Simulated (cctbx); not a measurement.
**Accept or mend?**

Cell a = 6.5710 Å, b = 11.5220 Å, c = 16.3840 Å, α = 90.00°, β = 91.60°, γ = 90.00°; space group C2/c (no. 15). The compound is BaSr2MnSb2S7O2.

Simulated single-crystal data (cctbx): Mo Kα, λ = 0.71073 Å, to d = 0.77 Å, 70 % of the full sphere, strongest reflection 20000 counts, noise from counting, a 2 % proportional error and a noise floor of 15 counts (s.d.); no absorption.

An anisotropic refinement with weights 1/σ² prints:

```text
Rint 0.032, 1419 unique reflections to 0.77 A
cycle     R1     wR2    GooF  max shift (A)
   1  0.0592  0.1263   3.292   0.01669
   2  0.0553  0.1193   3.111   0.00000
final R1 0.0553 wR2 0.1193 GooF 3.111  parameters 61  data/parameter 23.3
atom        x        y        z      Ueq    occ   su(xyz)  su(Uiso or U11)
Ba1    0.50000  0.49901  0.75000   0.0081  1.000  0.00011  0.0005
Sb1    0.02264  0.33288  0.65354   0.0093  1.000  0.00014  0.0004
Sr1    0.48449  0.16818  0.91453   0.0111  1.000  0.00020  0.0006
Mn1    0.00000  0.00000  0.50000   0.0132  1.000  0.00000  0.0014
S1     0.73176  0.24203  0.25204   0.0122  1.000  0.00054  0.0016
S2     0.50000  0.01447  0.25000   0.0133  1.000  0.00047  0.0023
S3     0.96522  0.16888  0.91306   0.0118  1.000  0.00052  0.0016
S4     0.21592  0.41431  0.92287   0.0165  1.000  0.00057  0.0018
difference map: max 16.91 min -1.88 rms 0.66
Q1    0.2187  0.0829  0.4047    8   17.41  2.20 A from Sb1
Q2    0.2225  0.4067  0.9849    8    1.74  1.02 A from S4
Q3    0.0000  0.1395  0.2500    4    1.53  1.60 A from Ba1
Q4    0.0000  0.0262  0.2500    4    1.46  0.29 A from Ba1
Q5    0.2040  0.4038  0.6614    8    1.37  1.45 A from Sb1
Q6    0.0185  0.3179  0.6435    8    1.34  0.24 A from Sb1
```

**Question.** Can this result stand? If not, what is the likely fault?

Mend it. The fault: an atom left out, O at (0.7191, 0.4176, 0.9039). Against the right model at the same level, R1 goes from 0.0180 to 0.0553 and GooF from 0.90 to 3.11 and the top difference peak, 17.4 e/Å³, lies 2.20 Å from Sb1. Q1 is the missing atom. With scattering power missing, scale and phases suffer, so peaks may also grow on the heavy atoms.

The compound is BaSr2MnSb2S7O2. The right model at the same level gives:

```text
Rint 0.032, 1419 unique reflections to 0.77 A
cycle     R1     wR2    GooF  max shift (A)
   1  0.0241  0.0463   1.212   0.00525
   2  0.0180  0.0345   0.902   0.00005
final R1 0.0180 wR2 0.0345 GooF 0.902  parameters 70  data/parameter 20.3
atom        x        y        z      Ueq    occ   su(xyz)  su(Uiso or U11)
Ba1    0.50000  0.49909  0.75000   0.0085  1.000  0.00003  0.0002
Sb1    0.02265  0.33279  0.65353   0.0098  1.000  0.00004  0.0001
Sr1    0.48433  0.16823  0.91452   0.0117  1.000  0.00006  0.0002
Mn1    0.00000  0.00000  0.50000   0.0138  1.000  0.00000  0.0004
S1     0.73180  0.24174  0.25205   0.0128  1.000  0.00016  0.0005
S2     0.50000  0.01544  0.25000   0.0147  1.000  0.00014  0.0007
S3     0.96549  0.16859  0.91287   0.0126  1.000  0.00015  0.0004
S4     0.21651  0.41466  0.92378   0.0171  1.000  0.00017  0.0005
O1     0.72003  0.41790  0.90409   0.0135  1.000  0.00046  0.0015
difference map: max 1.37 min -1.30 rms 0.33
Q1    0.1606  0.0340  0.2776    8    1.39  1.20 A from Ba1
Q2    0.0927  0.4896  0.3803    8    1.35  1.53 A from S4
Q3    0.1835  0.0674  0.6893    8    1.27  1.77 A from Ba1
Q4    0.1832  0.3114  0.5482    8    1.24  1.58 A from O1
Q5    0.2192  0.0754  0.7646    8    1.13  1.70 A from Ba1
Q6    0.0569  0.2764  0.4784    8    1.12  1.30 A from Sr1
```

Isotropic U is held between 0.0001 and 1 Å² by the program, and listed peak heights are interpolated, so they can pass the grid's maximum.

The model is made up (kin elements in a known structure type, no relaxation), so it says nothing on whether the phase exists.

[Middle refinement cycles are left out of these outputs.]

[Logs are printed without paths, hosts, clocks, repeated set-up lines and the standing remarks that a program may print on its own settings, such as how far it seeks lower states.]
